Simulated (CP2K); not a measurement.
Aminoacetonitrile has these distinct C atoms: C2 (bonded to C and N) and C3 (bonded to C, N and 2 H).

```xyz
8

N     2.4380   -0.7003   -0.0578
C     1.3867   -0.2014   -0.0223
C     0.0724    0.4431    0.0750
N    -1.0005   -0.4401   -0.4085
H     0.0946    1.3440   -0.5570
H    -0.0375    0.7904    1.1211
H    -1.0567   -1.2778    0.1739
H    -1.8970    0.0420   -0.3244
```

Their partial C K spectra (CP2K XAS_TDP, all-electron GAPW, PBEh(45%), aug-cc-pVDZ, TDA, GW2X-corrected core level, no relativity) are given in random order, each times the number of alike atoms.

Gaussian full width 0.5 eV, oscillator strength per eV, alike atoms added, rows of zeros left out:

```tsv
E (eV)	curve 1	curve 2
288.50	0.003	0.000
288.75	0.034	0.000
289.00	0.136	0.000
289.25	0.173	0.000
289.50	0.071	0.000
289.75	0.009	0.000
291.00	0.000	0.005
291.25	0.000	0.020
291.50	0.001	0.021
291.75	0.003	0.011
292.00	0.002	0.024
292.25	0.001	0.028
292.50	0.004	0.013
292.75	0.006	0.005
293.00	0.004	0.013
293.25	0.002	0.041
293.50	0.001	0.054
293.75	0.007	0.041
294.00	0.014	0.039
294.25	0.014	0.016
294.50	0.012	0.005
294.75	0.006	0.009
295.00	0.003	0.023
295.25	0.006	0.070
295.50	0.010	0.099
295.75	0.006	0.064
296.00	0.004	0.026
296.25	0.003	0.007
296.50	0.003	0.009
296.75	0.004	0.011
297.00	0.005	0.008
297.25	0.006	0.009
297.50	0.009	0.009
297.75	0.009	0.008
298.00	0.006	0.004
298.25	0.004	0.006
298.50	0.004	0.009
298.75	0.007	0.007
299.00	0.007	0.004
299.25	0.005	0.003
299.50	0.011	0.010
299.75	0.014	0.017
300.00	0.006	0.016
300.25	0.005	0.014
300.50	0.006	0.008
300.75	0.003	0.014
301.00	0.000	0.023
```

Q: Which curve belongs to which atom?

Curve 1: C2 (bonded to C and N), leading line at 289.08 eV (f = 0.051 an atom), ionisation energy 293.96 eV, term value 4.88 eV. Curve 2: C3 (bonded to C, N and 2 H), leading line at 291.37 eV (f = 0.013 an atom), ionisation energy 294.60 eV, term value 3.23 eV. The leading line of an atom is its first one with 35 % of the strongest within 2.5 eV of its lowest line over the strength cut. A line lies at the core ionisation energy, which rises as an atom loses charge to its neighbours or to a π system, less the term value, which is large for a low π* or σ* orbital with weight on that atom.

[Banner, clock and machine lines of the logs are left out without a mark of their own.]

[Logs are printed without paths, hosts, clocks, repeated set-up lines and the standing remarks that a program may print on its own settings, such as how far it seeks lower states.]

[Hosts, paths, dates, database ids (printed as entryN), source tags and the programs' standing remarks are cut or masked in the printed files.]
